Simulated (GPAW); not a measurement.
# Work function of 1T-MnSeTe monolayer at several levels

How far do functional and basis move the work function of 1T-MnSeTe monolayer?

Program: GPAW 26.7.0. Level of theory: GPAW, PAW setups; layer in a repeated cell with vacuum, relaxation of atoms and in-plane cell, in the first sound run; inputs show where later runs differ. Results are calculated unless marked as measured.

**1. Set-up**

The cell holds 3 atoms: 1 Te, 1 Mn and 1 Se. Its edges and angles: a = 3.637 Å, b = 3.637 Å, c = 18.920 Å, α = 90.0°, β = 90.0°, γ = 120.0°. Vacuum lies along c.

**2. Relaxation**

Forces are removed first; all later runs use this geometry.

run.py

```python
import json
import numpy as np
from ase import Atoms
from ase.filters import FrechetCellFilter
from ase.optimize import BFGS
from gpaw import GPAW, PW

slab = Atoms(
    ['Te', 'Mn', 'Se'],
    positions=[
        [1.81864, 1.04999, 8.00000],
        [0.00000, 0.00000, 9.61798],
        [-0.00000, 2.09998, 10.92026]],
    cell=[[3.63728, 0.0, 0.0], [-1.81864, 3.14997, 0.0], [0.0, 0.0, 18.9203]],
    pbc=[True, True, True],
    magmoms=[0.0, 4.0, 0.0])

slab.calc = GPAW(mode=PW(600), xc='PBE', kpts={'size': (9, 9, 1), 'gamma': True},
                 occupations={'name': 'fermi-dirac', 'width': 0.05}, nbands='160%',
                 convergence={'density': 1e-05}, maxiter=200,
                 symmetry={'tolerance': 1e-3}, txt='slab.txt')
result = {}
# The in-plane cell is free; stress needs a cell that repeats along all three vectors
path = []
opt = BFGS(FrechetCellFilter(slab, mask=[1, 1, 0, 0, 0, 1]), maxstep=0.2)
opt.attach(lambda: path.append((slab.get_potential_energy(), slab.positions.tolist(), slab.get_forces().tolist())))
result['relaxed'] = bool(opt.run(fmax=0.02, steps=45))
result['path'] = path
result['cell'] = slab.cell.tolist()
print('in-plane lattice', slab.cell.cellpar().round(4)[[0, 1, 5]])
energy = slab.get_potential_energy()
fermi = slab.calc.get_fermi_level()
v = slab.calc.get_electrostatic_potential().mean((0, 1)) - fermi
n = slab.calc.get_pseudo_density().mean((0, 1))
L = slab.cell[2, 2]
z = np.arange(len(v)) * L / len(v)
low, high = slab.positions[:, 2].min(), slab.positions[:, 2].max()
below, above = np.interp([low - 5.8, high + 5.8], z, v)
slopes = [np.interp(x, z, np.gradient(v, z)) for x in (low - 5.8, high + 5.8)]
eps = np.array([[slab.calc.get_eigenvalues(k, s) for k in range(len(slab.calc.get_ibz_k_points()))]
                for s in range(slab.calc.get_number_of_spins())]) - fermi
top, bottom = eps[eps < 0].max(), eps[eps > 0].min()
dipole = slab.get_dipole_moment()[2]
print(f'energy {energy:.4f} eV, Fermi level {fermi:.4f} eV, dipole {dipole:.5f} e A')
print(f'potential 5.8 A off the faces, from the Fermi level: lower {below:.4f} eV, upper {above:.4f} eV')
print(f'slope of the potential there: lower {slopes[0]:.5f}, upper {slopes[1]:.5f} eV/A')
print(f'nearest levels on the mesh: {top:.4f} and {bottom:.4f} eV')
print('magnetic moment', round(slab.get_magnetic_moment(), 3))
result.update(energy=energy, fermi=fermi, dipole=dipole, below=below, above=above, slopes=slopes, edges=[top, bottom],
              z=z.tolist(), v=v.tolist(), n=n.tolist(), positions=slab.positions.tolist(),
              forces=slab.get_forces(apply_constraint=False).tolist(), moments=slab.get_magnetic_moments().tolist())
json.dump(result, open('result.json', 'w'))
```

Started as:

```sh
$ OMP_NUM_THREADS=1 OPENBLAS_NUM_THREADS=1 python run.py
```

The log of the run:

```text
Step          Energy          fmax
BFGS:    0      -17.395515        0.257981
BFGS:    1      -17.397124        0.217265
BFGS:    2      -17.401180        0.046710
BFGS:    3      -17.401339        0.054768
BFGS:    4      -17.401582        0.058436
BFGS:    5      -17.401912        0.050176
BFGS:    6      -17.402198        0.026954
BFGS:    7      -17.402296        0.013381
in-plane lattice [  3.6264   3.6264 120.0001]
energy -17.3969 eV, Fermi level -1.1093 eV, dipole -0.05293 e A
potential 5.8 A off the faces, from the Fermi level: lower 4.6780 eV, upper 4.8700 eV
slope of the potential there: lower -0.04428, upper -0.04435 eV/A
nearest levels on the mesh: -0.0608 and 0.0150 eV
magnetic moment 2.848
```

The job ended after 12 min (1 thread of Arm Neoverse V1, shared host; peak memory 0.55 GiB).

This step gave:

```
dipole along the normal                    : -0.05293 e·Å
levels nearest the Fermi level on the mesh : -0.06080, 0.01501 eV from the Fermi level
site moments                               : -0.08311, 2.882, -0.04378 μB
sum of the site moments                    : 2.755 μB
```

Table of electrostatic potential energy of an electron (without an applied field's), less the Fermi level, planar mean by z:

```tsv
z (Å)	electrostatic potential energy of an electron (without an applied field's), less the Fermi level, planar mean (eV)
0.0	4.77
0.5	4.75
1.0	4.73
1.5	4.71
2.0	4.69
2.5	4.66
3.0	4.64
3.5	4.62
4.0	4.60
4.5	4.57
5.0	4.54
5.5	4.46
6.0	4.24
6.5	3.41
7.0	0.270
7.5	-9.82
8.0	-19.7
8.5	-8.95
9.0	-4.37
9.5	-9.26
10.0	-7.12
10.5	-8.47
11.0	-16.3
11.5	-3.40
12.0	3.04
12.5	4.59
13.0	4.93
13.5	4.99
14.0	4.99
14.5	4.97
15.0	4.95
15.5	4.93
16.0	4.90
16.5	4.88
17.0	4.86
17.5	4.84
18.0	4.81
18.5	4.79
```

The pseudo valence density, planar mean oscillates, so the rows of the table below give means over windows of 1 Å about each position, cut where the curve ends. Its maxima inside the range that stand out by 2 % of the span (Å: e/Å³): 7.5: 0.276, 9.6: 1.62, 11.4: 0.322. Its minima: 7.9: 0.111, 11.0: 0.204.

Pseudo valence density, planar mean against z; means over each step:

```tsv
z (Å)	pseudo valence density, planar mean (e/Å³)
4	6.5e-5
5	0.00100
6	0.0158
7	0.163
8	0.211
9	0.615
10	0.944
11	0.293
12	0.120
13	0.00757
14	4.0e-4
15	2.4e-5
```

Site moment by atom:

```tsv
atom	site moment (μB)
Te1	-0.08
Mn2	2.88
Se3	-0.04
```

The relaxation lowered the energy of the cell by 0.00595 eV (energies extrapolated to zero smearing; the optimiser's log prints free energies). The largest force left on a free atom is 0.013 eV/Å.

**3. The slab's potential**

With the geometry fixed, the planar mean of the potential gives the vacuum level on each side.

This step: GPAW, PAW setups; slab in vacuum (GPAW 26.7.0).

The cell differs from the one that the last finished run ended in (c 18.920 → 18.988 Å).

run.py: that of step 2 with these lines changed.

```diff
@@ -3,4 +3,2 @@
 from ase import Atoms
-from ase.filters import FrechetCellFilter
-from ase.optimize import BFGS
 from gpaw import GPAW, PW
@@ -10,22 +8,15 @@
     positions=[
-        [1.81864, 1.04999, 8.00000],
-        [0.00000, 0.00000, 9.61798],
-        [-0.00000, 2.09998, 10.92026]],
-    cell=[[3.63728, 0.0, 0.0], [-1.81864, 3.14997, 0.0], [0.0, 0.0, 18.9203]],
-    pbc=[True, True, True],
+        [1.81322, 1.04686, 8.00000],
+        [-0.00000, -0.00000, 9.65738],
+        [-0.00000, 2.09372, 10.98850]],
+    cell=[[3.62644, 0.0, 0.0], [-1.81322, 3.14058, 0.0], [0.0, 0.0, 18.9885]],
+    pbc=[True, True, False],
     magmoms=[0.0, 4.0, 0.0])
 
-slab.calc = GPAW(mode=PW(600), xc='PBE', kpts={'size': (9, 9, 1), 'gamma': True},
+slab.calc = GPAW(mode=PW(400), xc='PBE', kpts={'size': (9, 9, 1), 'gamma': True},
                  occupations={'name': 'fermi-dirac', 'width': 0.05}, nbands='160%',
                  convergence={'density': 1e-05}, maxiter=200,
+                 poissonsolver={'dipolelayer': 'xy'},
                  symmetry={'tolerance': 1e-3}, txt='slab.txt')
 result = {}
-# The in-plane cell is free; stress needs a cell that repeats along all three vectors
-path = []
-opt = BFGS(FrechetCellFilter(slab, mask=[1, 1, 0, 0, 0, 1]), maxstep=0.2)
-opt.attach(lambda: path.append((slab.get_potential_energy(), slab.positions.tolist(), slab.get_forces().tolist())))
-result['relaxed'] = bool(opt.run(fmax=0.02, steps=45))
-result['path'] = path
-result['cell'] = slab.cell.tolist()
-print('in-plane lattice', slab.cell.cellpar().round(4)[[0, 1, 5]])
 energy = slab.get_potential_energy()
```

The log of the run:

```text
energy -17.3632 eV, Fermi level -1.1257 eV, dipole -0.03764 e A
potential 5.8 A off the faces, from the Fermi level: lower 4.4814 eV, upper 5.0770 eV
slope of the potential there: lower 0.00002, upper -0.00003 eV/A
nearest levels on the mesh: -0.0610 and 0.0146 eV
magnetic moment 2.847
```

Wall time 71 s (1 thread); peak memory 0.27 GiB.

This step gave:

* dipole along the normal: -0.03764 e·Å
* levels nearest the Fermi level on the mesh: -0.06097, 0.01464 eV from the Fermi level
* upper work function: 5.077 eV
* lower work function: 4.481 eV
* site moments: -0.08265, 2.880, -0.04396 μB
* sum of the site moments: 2.753 μB

Table of electrostatic potential energy of an electron (without an applied field's), less the Fermi level, planar mean by z:

```tsv
z (Å)	electrostatic potential energy of an electron (without an applied field's), less the Fermi level, planar mean (eV)
0	4.78
1	4.48
2	4.48
3	4.48
4	4.48
5	4.47
6	4.23
7	0.620
8	-19.8
9	-4.27
10	-7.47
11	-16.5
12	2.80
13	4.96
14	5.07
15	5.08
16	5.08
17	5.08
18	5.08
```

Pseudo valence density, planar mean against z:

```tsv
z (Å)	pseudo valence density, planar mean (e/Å³)
0.00	0
0.42	0
1.05	0
1.48	0
2.11	0
2.53	0
2.95	1.6e-6
3.59	1.6e-5
4.01	4.6e-5
4.64	2.5e-4
5.06	7.8e-4
5.49	0.00248
6.12	0.0144
6.54	0.0457
7.17	0.205
7.60	0.269
8.02	0.103
8.65	0.348
9.07	0.431
9.71	1.61
10.13	0.652
10.76	0.331
11.18	0.262
11.60	0.261
12.24	0.0543
12.66	0.0155
13.29	0.00235
13.71	6.9e-4
14.14	2.0e-4
14.77	3.6e-5
15.19	1.2e-5
15.82	0
16.25	0
16.67	0
17.30	0
17.72	0
18.36	0
18.78	0
```

The potential is flat to 2.7e-5 eV/Å where it is read, so the vacuum is wide enough.

**4. OptPBE vdW: xc = "optPBE-vdW"**

The same geometry under optPBE-vdW, to see how far the functional moves the levels against the vacuum (the van der Waals functionals take revPBE setups).

run.py: that of step 3 with these lines changed.

```diff
@@ -15,3 +15,3 @@
 
-slab.calc = GPAW(mode=PW(400), xc='PBE', kpts={'size': (9, 9, 1), 'gamma': True},
+slab.calc = GPAW(mode=PW(400), xc='optPBE-vdW', kpts={'size': (9, 9, 1), 'gamma': True},
                  occupations={'name': 'fermi-dirac', 'width': 0.05}, nbands='160%',
```

The log of the run:

```text
energy -53.0556 eV, Fermi level -1.3138 eV, dipole -0.03807 e A
potential 5.8 A off the faces, from the Fermi level: lower 4.7244 eV, upper 5.3269 eV
slope of the potential there: lower 0.00001, upper -0.00002 eV/A
nearest levels on the mesh: -0.0079 and 0.0015 eV
magnetic moment 2.818
```

The job ended after 83 s (1 thread; peak memory 0.43 GiB).

Numbers from this step:

```yaml
dipole_along_the_normal: -0.03807 e·Å
levels_nearest_the_fermi_level_on_the_mesh: -0.007874, 0.001467 eV from the Fermi level
upper_work_function: 5.327 eV
lower_work_function: 4.724 eV
site_moments: -0.07625, 2.835, -0.03826 μB
sum_of_the_site_moments: 2.720 μB
```

Electrostatic potential energy of an electron (without an applied field's), less the Fermi level, planar mean against z:

```tsv
z (Å)	electrostatic potential energy of an electron (without an applied field's), less the Fermi level, planar mean (eV)
0.0	5.03
0.5	4.72
1.0	4.72
1.5	4.72
2.0	4.72
2.5	4.72
3.0	4.72
3.5	4.72
4.0	4.72
4.5	4.72
5.0	4.70
5.5	4.64
6.0	4.44
6.5	3.65
7.0	0.724
7.5	-8.72
8.0	-19.7
8.5	-9.83
9.0	-4.24
9.5	-8.95
10.0	-7.40
10.5	-7.85
11.0	-16.5
11.5	-4.11
12.0	2.94
12.5	4.75
13.0	5.18
13.5	5.29
14.0	5.32
14.5	5.32
15.0	5.33
15.5	5.33
16.0	5.33
16.5	5.33
17.0	5.33
17.5	5.33
18.0	5.33
18.5	5.33
```

Pseudo valence density, planar mean against z:

```tsv
z (Å)	pseudo valence density, planar mean (e/Å³)
0.00	0
0.63	0
1.27	0
1.90	0
2.53	0
3.16	8.0e-6
3.80	3.6e-5
4.43	1.9e-4
5.27	0.00161
5.91	0.00844
6.54	0.0459
7.17	0.204
7.81	0.162
8.44	0.327
9.07	0.430
9.71	1.61
10.34	0.453
10.97	0.195
11.60	0.260
12.24	0.0545
12.87	0.00867
13.50	0.00147
14.35	1.5e-4
14.98	2.5e-5
15.61	6.2e-6
16.25	0
16.88	0
17.51	0
18.14	0
18.78	0
```

Site moment by atom:

```tsv
atom	site moment (μB)
Te1	-0.08
Mn2	2.83
Se3	-0.04
```

Force by atom:

```tsv
atom	x (eV/Å)	y (eV/Å)	z (eV/Å)	size
Te1	0.000	0.000	-0.278	0.278
Mn2	0.000	0.000	0.003	0.003
Se3	0.000	0.000	0.275	0.275
```

The upper face's work function is 5.327 eV, against 5.077 eV in the first plane-wave PBE run at this geometry.

**5. Self-consistent run: xc = "revPBE"**

The same geometry under revPBE, to see how far the functional moves the levels against the vacuum.

run.py: that of step 4 with these lines changed.

```diff
@@ -15,3 +15,3 @@
 
-slab.calc = GPAW(mode=PW(400), xc='optPBE-vdW', kpts={'size': (9, 9, 1), 'gamma': True},
+slab.calc = GPAW(mode=PW(400), xc='revPBE', kpts={'size': (9, 9, 1), 'gamma': True},
                  occupations={'name': 'fermi-dirac', 'width': 0.05}, nbands='160%',
```

The log of the run:

```text
energy -16.4992 eV, Fermi level -1.0199 eV, dipole -0.03804 e A
potential 5.8 A off the faces, from the Fermi level: lower 4.3679 eV, upper 4.9699 eV
slope of the potential there: lower 0.00002, upper -0.00003 eV/A
nearest levels on the mesh: -0.0300 and 0.0262 eV
magnetic moment 2.898
```

Wall time 70 s (1 thread); peak memory 0.26 GiB.

This step gave:

| Quantity | Value |
| --- | --- |
| dipole along the normal | -0.03804 e·Å |
| levels nearest the Fermi level on the mesh | -0.03004, 0.02622 eV from the Fermi level |
| upper work function | 4.970 eV |
| lower work function | 4.368 eV |
| site moments | -0.09137, 2.948, -0.04840 μB |
| sum of the site moments | 2.808 μB |

The upper face's work function is 4.970 eV, against 5.077 eV in the first plane-wave PBE run at this geometry.

**6. Self-consistent run: xc = "RPBE"**

The same geometry under RPBE, to see how far the functional moves the levels against the vacuum.

run.py: that of step 5 with these lines changed.

```diff
@@ -15,3 +15,3 @@
 
-slab.calc = GPAW(mode=PW(400), xc='revPBE', kpts={'size': (9, 9, 1), 'gamma': True},
+slab.calc = GPAW(mode=PW(400), xc='RPBE', kpts={'size': (9, 9, 1), 'gamma': True},
                  occupations={'name': 'fermi-dirac', 'width': 0.05}, nbands='160%',
```

The log of the run:

```text
energy -16.3611 eV, Fermi level -1.0079 eV, dipole -0.03839 e A
potential 5.8 A off the faces, from the Fermi level: lower 4.3633 eV, upper 4.9708 eV
slope of the potential there: lower 0.00002, upper -0.00003 eV/A
nearest levels on the mesh: -0.0158 and 0.0131 eV
magnetic moment 2.92
```

Wall time 70 s (1 thread); peak memory 0.26 GiB.

This step gave:

| Property | Result |
| --- | --- |
| dipole along the normal | -0.03839 e·Å |
| levels nearest the Fermi level on the mesh | -0.01576, 0.01309 eV from the Fermi level |
| upper work function | 4.971 eV |
| lower work function | 4.363 eV |
| site moments | -0.09441, 2.973, -0.04963 μB |
| sum of the site moments | 2.829 μB |

Table of electrostatic potential energy of an electron (without an applied field's), less the Fermi level, planar mean by z:

z (Å), electrostatic potential energy of an electron (without an applied field's), less the Fermi level, planar mean (eV) and a bar from the least value:
```
      0.0        4.7 ##############################
      0.5        4.4 #############################
      1.0        4.4 #############################
      1.5        4.4 #############################
      2.0        4.4 #############################
      2.5        4.4 #############################
      3.0        4.4 #############################
      3.5        4.4 #############################
      4.0        4.4 #############################
      4.5        4.4 #############################
      5.0        4.3 #############################
      5.5        4.3 #############################
      6.0        4.1 #############################
      6.5        3.4 ############################
      7.0        0.5 #########################
      7.5       -8.9 #############
      8.0      -19.9 
      8.5      -10.0 ############
      9.0       -4.4 ###################
      9.5       -9.2 #############
     10.0       -7.6 ###############
     10.5       -8.1 ##############
     11.0      -16.6 ####
     11.5       -4.3 ###################
     12.0        2.7 ###########################
     12.5        4.4 #############################
     13.0        4.8 ##############################
     13.5        4.9 ##############################
     14.0        5.0 ##############################
     14.5        5.0 ##############################
     15.0        5.0 ##############################
     15.5        5.0 ##############################
     16.0        5.0 ##############################
     16.5        5.0 ##############################
     17.0        5.0 ##############################
     17.5        5.0 ##############################
     18.0        5.0 ##############################
     18.5        5.0 ##############################
```

The upper face's work function is 4.971 eV, against 5.077 eV in the first plane-wave PBE run at this geometry.

**7. Self-consistent run: xc = "LDA"**

The same geometry under LDA, to see how far the functional moves the levels against the vacuum.

run.py: that of step 6 with these lines changed.

```diff
@@ -15,3 +15,3 @@
 
-slab.calc = GPAW(mode=PW(400), xc='RPBE', kpts={'size': (9, 9, 1), 'gamma': True},
+slab.calc = GPAW(mode=PW(400), xc='LDA', kpts={'size': (9, 9, 1), 'gamma': True},
                  occupations={'name': 'fermi-dirac', 'width': 0.05}, nbands='160%',
```

The log of the run:

```text
energy -19.2689 eV, Fermi level -1.5068 eV, dipole -0.03460 e A
potential 5.8 A off the faces, from the Fermi level: lower 4.8632 eV, upper 5.4105 eV
slope of the potential there: lower 0.00003, upper -0.00003 eV/A
nearest levels on the mesh: -0.0406 and 0.0068 eV
magnetic moment 2.766
```

It took 63 s on 1 thread; peak memory 0.25 GiB.

Numbers from this step:

```yaml
dipole_along_the_normal: -0.03460 e·Å
levels_nearest_the_fermi_level_on_the_mesh: -0.04055, 0.006790 eV from the Fermi level
upper_work_function: 5.411 eV
lower_work_function: 4.863 eV
site_moments: -0.07135, 2.762, -0.03669 μB
sum_of_the_site_moments: 2.654 μB
```

The electrostatic potential energy of an electron (without an applied field's), less the Fermi level, planar mean by z:

z (Å), electrostatic potential energy of an electron (without an applied field's), less the Fermi level, planar mean (eV) and a bar from the least value:
```
      0.0        5.1 ##############################
      0.5        4.9 #############################
      1.0        4.9 #############################
      1.5        4.9 #############################
      2.0        4.9 #############################
      2.5        4.9 #############################
      3.0        4.9 #############################
      3.5        4.9 #############################
      4.0        4.9 #############################
      4.5        4.9 #############################
      5.0        4.8 #############################
      5.5        4.8 #############################
      6.0        4.6 #############################
      6.5        3.9 ############################
      7.0        1.0 #########################
      7.5       -8.4 #############
      8.0      -19.4 
      8.5       -9.4 ############
      9.0       -3.8 ###################
      9.5       -8.5 #############
     10.0       -7.0 ###############
     10.5       -7.4 ##############
     11.0      -16.1 ####
     11.5       -3.8 ###################
     12.0        3.1 ###########################
     12.5        4.9 #############################
     13.0        5.3 ##############################
     13.5        5.4 ##############################
     14.0        5.4 ##############################
     14.5        5.4 ##############################
     15.0        5.4 ##############################
     15.5        5.4 ##############################
     16.0        5.4 ##############################
     16.5        5.4 ##############################
     17.0        5.4 ##############################
     17.5        5.4 ##############################
     18.0        5.4 ##############################
     18.5        5.4 ##############################
```

The upper face's work function is 5.411 eV, against 5.077 eV in the first plane-wave PBE run at this geometry.

(Part 1 of 2 ends here.)

[Logs are printed without paths, hosts, clocks, repeated set-up lines and the standing remarks that a program may print on its own settings, such as how far it seeks lower states.]

[Hosts, paths, dates, database ids (printed as entryN), source tags and the programs' standing remarks are cut or masked in the printed files.]
